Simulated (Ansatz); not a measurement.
**1T-SnO2 monolayer in a perpendicular field**

Wanted: the out-of-plane response of the 1T-SnO2 monolayer. A positive field points along +c.

Main program and level: Ansatz 0.2.0; plane-wave DFT, PBE-D3(BJ), Ansatz PAW, in the first sound run; inputs show where later runs differ.

Report form: inputs, costs, results and the conclusion, without the logs.

## (1) The structure

The cell holds 3 atoms: 2 O and 1 Sn. Cell: a = 3.220 Å, b = 3.220 Å, c = 19.789 Å, α = 90.0°, β = 90.0°, γ = 120.0°. Vacuum lies along c.

## (2) Relaxing the slab

The starting cell is a guess, so the in-plane lattice and the atoms are relaxed first, with the slab cut off from its images along the normal. The program lengthens the vector along the normal by itself, so c and the volume that it reports differ from the typed ones.

Contents of input.yaml:

```yaml
crystal:
  lattice:
    - [3.22, 0.0, 0.0]
    - [-1.61, 2.7886018002, 0.0]
    - [0.0, 0.0, 19.788854382]
  atoms:
    - { symbol: O, position: [0.6666666667, 0.3333333333, 0.4548014668] }
    - { symbol: Sn, position: [0.0, 0.0, 0.5] }
    - { symbol: O, position: [0.3333333333, 0.6666666667, 0.5451985332] }
  periodic: [true, true, false]
kpoints:
  mp_grid: { grid: [12, 12, 1] }
hamiltonian:
  xc: pbe
  dispersion: d3bj
scf:
  occupations: { method: fermi_dirac, width: 0.05 }
  convergence: { dr2_threshold: 1.0e-09 }
relax:
  f_tol: 0.004
  max_steps: 90
  cell: {}
output:
  write_potential: true
  write_density: true
  volumetric_format: npy
```

Run with:

```
> ansatz run input.yaml --threads 2 --pin off --max-ram 3072MiB --backend cpu --events-out ev --progress --plain --runs-dir out
```

It took 14 s on 2 threads of Arm Neoverse V2, shared host; peak memory 0.49 GiB.

Step by step:

```tsv
step	energy less that of the first step (eV)	largest force component (eV/Å)	volume (Å³)
1	0.0000	1.7097	245.83
2	-0.1969	0.0610	241.20
3	-0.2005	0.0236	245.00
4	-0.2004	0.0029	245.15
5*	-0.1998	0.0029	245.15
```

Relaxation steps marked * repeat the geometry before them on a plane-wave basis chosen anew for their cell, so energy and pressure can jump there.

Forces are held to the 12 operations that the program found; a distortion that breaks them can't arise in this run.

```tsv
cell as run	before	after	change
a (Å)	3.220	3.216	-0.1 %
b (Å)	3.220	3.216	-0.1 %
```

The atoms that moved most (Å, along periodic axes as changes of fractional coordinates times the final cell, across vacuum about the mean position):

```tsv
atom	dx	dy	dz	length
O3	0.000	0.000	0.121	0.121
O1	0.000	0.000	-0.121	0.121
```

Final coordinates:

```xyz
3
Lattice="3.2155 0.0000 0.0000 -1.6078 2.7847 0.0000 0.0000 0.0000 27.3777" Properties=species:S:1:pos:R:3
O     1.6078    0.9282    8.8789
Sn    0.0000    0.0000    9.8944
O     0.0000    1.8565   10.9100
```

Numbers from this step:

- gap on the k-mesh: 2.681 eV

The lattice constant a goes from 3.220 to 3.216 Å.

## (3) Single point, field 0

A sawtooth potential applies the field, turning back in the middle of the vacuum. With the dipole correction the typed value is the field outside the slab. The induced dipole is small, so the SCF threshold is tight.

The cell differs from the one that the last finished run ended in (c 27.378 → 20.031 Å).

Contents of input.yaml:

```yaml
crystal:
  lattice:
    - [3.2155122495, 0.0, 0.0]
    - [-1.6077561247, 2.7847152942, 0.0]
    - [0.0, 0.0, 20.0311143723]
  atoms:
    - { symbol: O, position: [0.6666666667, 0.3333333333, 0.449301014] }
    - { symbol: Sn, position: [0.0, 0.0, 0.5] }
    - { symbol: O, position: [0.3333333333, 0.6666666667, 0.550698986] }
kpoints:
  mp_grid: { grid: [18, 18, 1] }
  band_path:
    path: [[0, 0, 0], [0.5, 0, 0], [0.33333333, 0.33333333, 0], [0, 0, 0]]
    npoints: 16
hamiltonian:
  xc: pbe
  dispersion: d3bj
scf:
  occupations: { method: fermi_dirac, width: 0.02585 }
  convergence: { dr2_threshold: 1.0e-10 }
efield:
  axis: 3
  dipole_correction: true
  ramp_position: 0.97
  ramp_width: 0.06
  amplitude: 0
output:
  dos: { projected: true, e_range: [-6, 5] }
  bader: true
  write_potential: true
  write_density: true
  volumetric_format: npy
  elf: true
```

Elapsed: 21 s, on 2 threads; peak memory 0.44 GiB.

This step gave:

```yaml
gap_on_the_k_mesh: 2.684 eV
dipole_along_the_normal: -1.73e-6 e·Å
gap_along_the_path: 2.681 eV
smallest_direct_gap_along_the_path: 3.225 eV
ionisation_energy_upper_face: 8.350 eV
electron_affinity_upper_face: 5.669 eV
gap_the_smaller_of_path_and_mesh: 2.681 eV
```

Running mean over a fixed 2.5 Å (it still follows the layers) of the planar mean; the ramp of the sawtooth is left out. Electron's electrostatic potential energy less the Fermi level against z:

```tsv
z (Å)	electron's electrostatic potential energy less the Fermi level (eV)
3.0	6.96
3.5	6.96
4.0	6.96
4.5	6.96
5.0	6.96
5.5	6.96
6.0	6.95
6.5	6.93
7.0	6.76
7.5	5.68
8.0	3.03
8.5	0.272
9.0	-1.65
9.5	-4.25
10.0	-5.91
10.5	-4.42
11.0	-1.77
11.5	0.144
12.0	2.84
12.5	5.56
13.0	6.74
13.5	6.92
14.0	6.95
14.5	6.96
15.0	6.96
15.5	6.96
16.0	6.96
16.5	6.96
17.0	6.96
```

The density of states has structure finer than the step of the table below, so its rows give means over 0.2 eV. Peaks (eV: height): -5.15: 4.86, -4.24: 2.81, -2.64: 12.1, -1.78: 11.9, -1.45: 11.7.

The density of states by energy, zero at the Fermi level of the run, which the smearing sets inside the gap; means over each step:

energy (eV), density of states (states/eV a cell) and a bar:
```
     -5.8        0.4 ##
     -5.6        0.4 ##
     -5.4        1.8 #########
     -5.2        3.1 ###############
     -5.0        2.0 ##########
     -4.8        1.5 ########
     -4.6        1.6 ########
     -4.4        1.8 #########
     -4.2        2.3 ###########
     -4.0        1.6 ########
     -3.8        1.6 ########
     -3.6        1.5 #######
     -3.4        1.4 #######
     -3.2        1.4 #######
     -3.0        1.5 #######
     -2.8        2.0 ##########
     -2.6        4.5 #######################
     -2.4        1.4 #######
     -2.2        0.3 ##
     -2.0        3.6 ##################
     -1.8        6.0 ##############################
     -1.6        3.9 ###################
     -1.4        6.0 ##############################
     -1.2        0.0 
     -1.0        0.0 
     -0.8        0.0 
     -0.6        0.0 
     -0.4        0.0 
     -0.2        0.0 
      0.0        0.0 
      0.2        0.0 
      0.4        0.0 
      0.6        0.0 
      0.8        0.0 
      1.0        0.0 
      1.2        0.0 
      1.4        0.1 #
      1.6        0.2 #
      1.8        0.2 #
      2.0        0.2 #
      2.2        0.2 #
      2.4        0.2 #
      2.6        0.3 #
      2.8        0.3 #
      3.0        0.3 ##
```

Projected DOS per atom over height of the atomic layer and energy from the Fermi level. Layers: O Sn O from below.

Ten even steps from '0' (0.00 states/eV) to '9' (2.85 states/eV), each cell a mean:
```
000
000
000
000
000
000
000
000
000
000
000
909
505
303
303
202
202
212
212
212
212
000
```
Columns: height of the atomic layer (Å) from 9 to 11.0; rows upwards: energy from the Fermi level (eV) from -5.96 to 3.22.

The electronic bands at the labelled points (eV, zero at the Fermi level of the run, which the smearing sets inside the gap):

```tsv
point	band 10	band 11	band 12	band 13	band 14	band 15	band 16	band 17
Γ	-2.53	-2.08	-2.08	-1.95	1.29	4.41	6.67	6.77
halfway	-3.52	-2.65	-1.81	-1.55	3.25	5.77	7.47	8.01
M	-4.23	-2.56	-1.75	-1.51	4.07	6.09	9.10	10.18
halfway	-4.63	-3.13	-1.75	-1.44	4.52	7.02	9.02	10.11
K	-4.89	-3.93	-1.54	-1.54	4.93	8.53	8.93	8.93
halfway	-3.81	-2.55	-2.05	-1.48	3.66	6.41	7.38	8.44
Γ	-2.53	-2.08	-2.08	-1.95	1.29	4.41	6.67	6.77
```

Electrostatic potential energy in the ca plane at fractional y = 0.000, with atoms of Sn within 0.2 Å of it. With pseudopotentials it is smooth inside the atoms' cores, unlike the true potential.

Ten even steps from '0' (-18 eV) to '9' (3 eV), each cell a mean:
```
99999999999999999998504992068999999999999999
99999999999999999998630110478999999999999999
99999999999999999999764224689999999999999999
99999999999999999999876667789999999999999999
99999999999999999999876556789999999999999999
99999999999999999998751002579999999999999999
99999999999999999998611650268999999999999999
99999999999999999997406994058999999999999999
```
Columns run along c (16.0 Å, from fractional 0.08 to 0.87 of the cell; values clipped at the 3rd and 97th percentile), rows up along a (3.2 Å). Atoms in or near the plane, at fractional coordinates: Sn at (0.50, 0.00).

Valence density in the ca plane at fractional y = 0.000, with atoms of Sn within 0.2 Å of it. It is the smooth field of the valence electrons, not physical close to the nuclei.

Ten steps, logarithmic in the rise over the least value, from '0' (0 e/Å³) to '9' (13 e/Å³), each cell a mean:
```
00000000000000000000147996310000000000000000
00000000000000000000124664210000000000000000
00000000000000000001222222221000000000000000
00000000000000000001222222221000000000000000
00000000000000000001222222221000000000000000
00000000000000000001123443210000000000000000
00000000000000000000136775210000000000000000
00000000000000000000147997310000000000000000
```
Columns run along c (16.0 Å, from fractional 0.08 to 0.87 of the cell), rows up along a (3.2 Å). Atoms in or near the plane, at fractional coordinates: Sn at (0.50, 0.00).

ELF in the ca plane at fractional y = 0.000, with atoms of Sn within 0.2 Å of it. It is the smooth field of the valence electrons, not physical close to the nuclei.

Ten even steps from '0' (0.00) to '9' (0.58), each cell a mean:
```
00000000000000000001232002310000000000000000
00000000000000000012333223332000000000000000
00000000000000000136764234675210000000000000
00000000000000000258995226998420000000000000
00000000000000000247985225897410000000000000
00000000000000000024543333453100000000000000
00000000000000000001233113321000000000000000
00000000000000000000231002310000000000000000
```
Columns run along c (16.0 Å, from fractional 0.08 to 0.87 of the cell), rows up along a (3.2 Å). Atoms in or near the plane, at fractional coordinates: Sn at (0.50, 0.00).

The gap is 2.68 eV, with the valence edge 8.35 eV and the conduction edge 5.67 eV under the upper vacuum level.

## (4) Atoms held, field 0.03 V/Å

input.yaml, as its differences from that of step 3:

```diff
@@ -25,6 +25,4 @@
   ramp_width: 0.06
-  amplitude: 0
+  amplitude: 0.03
 output:
-  dos: { projected: true, e_range: [-6, 5] }
-  bader: true
   write_potential: true
@@ -32,2 +30 @@
   volumetric_format: npy
-  elf: true
```

Elapsed: 11 s, on 2 threads; peak memory 0.41 GiB; 22 s of CPU time.

The dipole is 0.00445 e·Å, and the gap 2.681 eV.

## (5) Atoms held, field -0.03 V/Å

input.yaml, as its differences from that of step 4:

```diff
@@ -25,3 +25,3 @@
   ramp_width: 0.06
-  amplitude: 0.03
+  amplitude: -0.03
 output:
```

The job ended after 11 s (2 threads; peak memory 0.41 GiB).

The dipole is -0.00445 e·Å, and the gap 2.681 eV.

## (6) Atoms held, field 0.15 V/Å

input.yaml, as its differences from that of step 5:

```diff
@@ -25,3 +25,3 @@
   ramp_width: 0.06
-  amplitude: -0.03
+  amplitude: 0.15
 output:
```

Wall time 12 s (2 threads); peak memory 0.41 GiB.

The dipole is 0.0223 e·Å, and the gap 2.680 eV.

## (7) Single point, field 0.25 V/Å

input.yaml, as its differences from that of step 6:

```diff
@@ -25,3 +25,3 @@
   ramp_width: 0.06
-  amplitude: 0.15
+  amplitude: 0.25
 output:
```

Run time: 12 s. Hardware: 2 threads; peak memory 0.41 GiB.

The dipole is 0.0371 e·Å, and the gap 2.678 eV.

## (8) Atoms held, field -0.25 V/Å

input.yaml, as its differences from that of step 7:

```diff
@@ -25,4 +25,6 @@
   ramp_width: 0.06
-  amplitude: 0.25
+  amplitude: -0.25
 output:
+  dos: { projected: true, e_range: [-6, 5] }
+  bader: true
   write_potential: true
@@ -30 +32,2 @@
   volumetric_format: npy
+  elf: true
```

It took 22 s on 2 threads; peak memory 0.42 GiB.

The dipole is -0.0371 e·Å, and the gap 2.678 eV.

## (9) Response, atoms held

This step: plane-wave DFT, PBE-D3(BJ), Ansatz PAW; response to a field along the normal, atoms held (Ansatz 0.2.0).

The dipoles give the slope, and the difference of two potentials shows where the field is screened.

Numbers from this step:

* equivalent conductor thickness p/(ε₀AE): 2.997 Å
* distance between the outer atoms: 2.031 Å

The dipole of the cell by applied field:

```tsv
applied field (V/Å)	dipole of the cell (e·Å)
-0.250	-0.0371
-0.030	-0.00445
0.000	-1.7e-6
0.030	0.00445
0.150	0.0223
0.250	0.0371
```

Local field over the applied field, running mean. From the potentials at -0.03 and 0.03 V/Å; running mean over 2.5 Å. Table of local field over applied field by z:

```tsv
z (Å)	local field over applied field
4.01	1.000
4.30	1.000
4.60	1.000
5.04	0.999
5.34	0.998
5.64	0.997
5.94	0.993
6.23	0.986
6.68	0.959
6.97	0.924
7.27	0.868
7.57	0.793
7.86	0.709
8.16	0.615
8.61	0.467
8.90	0.374
9.20	0.292
9.50	0.227
9.79	0.194
10.24	0.194
10.53	0.227
10.83	0.292
11.13	0.374
11.43	0.467
11.87	0.615
12.17	0.709
12.46	0.793
12.76	0.868
13.06	0.924
13.35	0.959
13.80	0.986
14.10	0.993
14.39	0.997
14.69	0.998
14.99	0.999
15.43	1.000
15.73	1.000
16.02	1.000
```

Electrons, planar mean, per unit field. Induced electron density against z:

```tsv
z (Å)	induced electron density (e/Å³ per V/Å)
4.01	1.2e-7
4.45	4.3e-7
4.90	1.5e-6
5.19	3.4e-6
5.64	1.2e-5
6.08	3.8e-5
6.53	1.2e-4
6.97	3.5e-4
7.27	6.8e-4
7.72	0.00170
8.16	0.00327
8.61	0.00255
9.05	0.00180
9.35	0.00146
9.79	-6.7e-5
10.24	6.7e-5
10.68	-0.00146
10.98	-0.00179
11.43	-0.00255
11.87	-0.00327
12.32	-0.00170
12.76	-6.8e-4
13.06	-3.5e-4
13.50	-1.2e-4
13.95	-3.8e-5
14.39	-1.2e-5
14.84	-3.4e-6
15.13	-1.5e-6
15.58	-4.3e-7
16.02	-1.2e-7
```

The smaller of the gaps on the path and on the k-mesh, counted as 0 under 0.03 eV. The gap stays at 2.68 eV for applied field from -0.25 to 0.25 V/Å.

By hand: between -0.03 and 0.03 V/Å the dipole changes by 0.008898 e·Å, a slope of 0.1483 e·Å²/V. A perfect conductor of thickness t has p = ε₀AEt, so t = 180.95 × 0.1483 / 8.954 = 3.00 Å (e/ε₀ = 180.95 V·Å, A in Å²).

The induced dipole is that of a conductor 3.00 Å thick.

## (10) Relaxing in the field, field 0.1 V/Å

This step: plane-wave DFT, PBE-D3(BJ), Ansatz PAW (Ansatz 0.2.0).

Now the atoms may follow the field. A weak field makes forces of meV/Å to tens of meV/Å, so the force tolerance is set well below the usual one.

input.yaml, the sections that differ from step 8:

```yaml
kpoints:
  mp_grid: { grid: [12, 12, 1] }
efield:
  axis: 3
  dipole_correction: true
  ramp_position: 0.97
  ramp_width: 0.06
  amplitude: 0.1
relax:
  f_tol: 0.001
  max_steps: 60
output:
  write_potential: true
  write_density: true
  volumetric_format: npy
# crystal, hamiltonian, scf: as in step 8
```

It took 8.9 s on 2 threads; peak memory 0.37 GiB.

No atom moved by 0.005 Å in the relaxation.

Read from the output:

```
gap on the k-mesh       : 2.680 eV
dipole along the normal : 0.01692 e·Å
```

The relaxation took 3 steps and lowered the energy by 1.0e-4 eV; the largest force on the free atoms ends at 4.0e-6 eV/Å.

The dipole is 0.0169 e·Å, and the gap on the mesh 2.680 eV.

## (11) Field on, atoms free, field -0.1 V/Å

The opposite sign, again from the field-free geometry; the difference of the two cancels what relaxes without a field.

input.yaml, as its differences from that of step 10:

```diff
@@ -22,3 +22,3 @@
   ramp_width: 0.06
-  amplitude: 0.1
+  amplitude: -0.1
 relax:
```

It took 8.8 s on 2 threads; peak memory 0.37 GiB.

Hardly anything moved in the relaxation; the energy changed by under 0.2 meV an atom.

Numbers from this step:

- dipole along the normal: -0.01692 e·Å

The relaxation took 3 steps and lowered the energy by 1.0e-4 eV; the largest force on the free atoms ends at 7.0e-6 eV/Å.

The dipole is -0.0169 e·Å, and the gap on the mesh 2.680 eV.

## (12) Response, atoms relaxed

This step: plane-wave DFT, PBE-D3(BJ), Ansatz PAW; response to a field along the normal, atoms relaxed (Ansatz 0.2.0).

The same analysis on the two relaxed runs holds the ionic part too; their mesh is coarser, so small differences from the held value can come from that.

This step gave:

```yaml
equivalent_conductor_thickness_p_eps_0ae: 3.419 Å
distance_between_the_outer_atoms: 2.032 Å
```

The dipole of the cell by applied field:

```tsv
applied field (V/Å)	dipole of the cell (e·Å)
-0.1000	-0.0169
0.1000	0.0169
```

Local field over the applied field, running mean. From the potentials at -0.1 and 0.1 V/Å; running mean over 2.5 Å. The local field over applied field by z:

z (Å), local field over applied field and a bar from the least value:
```
      4.5      1.000 ##############################
      5.0      0.999 ##############################
      5.5      0.998 ##############################
      6.0      0.992 ##############################
      6.5      0.973 #############################
      7.0      0.906 ###########################
      7.5      0.808 ########################
      8.0      0.742 ######################
      8.5      0.403 ############
      9.0      0.280 ########
      9.5      0.003 
     10.0      0.019 #
     10.5     -0.002 
     11.0      0.269 ########
     11.5      0.389 ############
     12.0      0.724 ######################
     12.5      0.806 ########################
     13.0      0.897 ###########################
     13.5      0.971 #############################
     14.0      0.991 ##############################
     14.5      0.998 ##############################
     15.0      0.999 ##############################
     15.5      1.000 ##############################
     16.0      1.000 ##############################
```

Electrons, planar mean, per unit field. The induced electron density by z:

```tsv
z (Å)	induced electron density (e/Å³ per V/Å)
4.01	-5.7e-7
4.30	-4.5e-7
4.60	-1.3e-7
5.04	2.9e-6
5.34	5.6e-6
5.64	1.2e-5
5.94	2.5e-5
6.23	5.4e-5
6.68	1.7e-4
6.97	3.4e-4
7.27	6.9e-4
7.57	0.00136
7.86	0.00270
8.16	0.00536
8.61	0.0123
8.90	0.00191
9.20	-0.0185
9.50	-0.0428
9.79	-0.0423
10.24	0.0423
10.53	0.0428
10.83	0.0185
11.13	-0.00191
11.43	-0.0123
11.87	-0.00536
12.17	-0.00270
12.46	-0.00136
12.76	-6.9e-4
13.06	-3.4e-4
13.35	-1.7e-4
13.80	-5.4e-5
14.10	-2.5e-5
14.39	-1.2e-5
14.69	-5.6e-6
14.99	-2.9e-6
15.43	1.3e-7
15.73	4.5e-7
16.02	5.7e-7
```

The induced dipole is that of a conductor 3.42 Å thick.

## (13) With spin-orbit coupling, k-mesh 12×12×1

This step: plane-wave DFT, PBE, fully relativistic PAW with spin-orbit coupling (Ansatz 0.2.0).

Heavy atoms split their bands by spin-orbit coupling, so this run uses fully relativistic files and two-component states.

input.yaml, the sections that differ from step 11:

```yaml
kpoints:
  mp_grid: { grid: [12, 12, 1] }
  band_path: { path: [[0, 0, 0], [0.12, 0, 0]], npoints: 24 }
hamiltonian:
  xc: pbe
  pseudopotentials: { kind: paw_fr }
magnetization:
  noncollinear: true
  spin_orbit: true
scf:
  occupations: { method: fermi_dirac, width: 0.02585 }
  convergence: { dr2_threshold: 1.0e-09 }
efield:
  axis: 3
  dipole_correction: true
  ramp_position: 0.97
  ramp_width: 0.06
  amplitude: 0
# crystal, output: as in step 11
# relax: removed
```

It took 62 s on 2 threads; peak memory 0.75 GiB.

This step gave:

```yaml
gap_on_the_k_mesh: 2.685 eV
dipole_along_the_normal: -8.13e-6 e·Å
gap_along_the_path: 2.975 eV
smallest_direct_gap_along_the_path: 3.228 eV
electron_affinity_upper_face: 5.665 eV
gap_the_smaller_of_path_and_mesh: 2.685 eV
```

Electronic bands along the path, in eV, zero at the Fermi level of the run, which the smearing sets inside the gap:

```tsv
point	band 23	band 24	band 25	band 26	band 27	band 28	band 29	band 30
Γ	-2.07	-2.07	-1.94	-1.94	1.30	1.30	4.40	4.40
halfway	-2.02	-2.02	-1.79	-1.79	1.49	1.49	4.53	4.53
end	-1.93	-1.93	-1.67	-1.67	1.97	1.97	4.89	4.89
```

The gap is 2.68 eV, with the valence edge 8.35 eV and the conduction edge 5.66 eV under the upper vacuum level.

(Continued in part 2 of 2.)

[Long decimals in the printed logs are rounded to 6 places.]

[Logs are printed without paths, hosts, clocks, repeated set-up lines and the standing remarks that a program may print on its own settings, such as how far it seeks lower states.]

[Hosts, paths, dates, database ids (printed as entryN), source tags and the programs' standing remarks are cut or masked in the printed files.]

[Maps of the electrostatic potential energy from Ansatz leave out the sawtooth potential of an applied field or a dipole correction, so their vacuum need not be flat; planar profiles and work functions include it.]

[The density of states shown here was stored with 400 of the rows of the run's finer table, so its peaks can read low, often by over a quarter, or be missed, and its means over a window can be off by a tenth or more.]
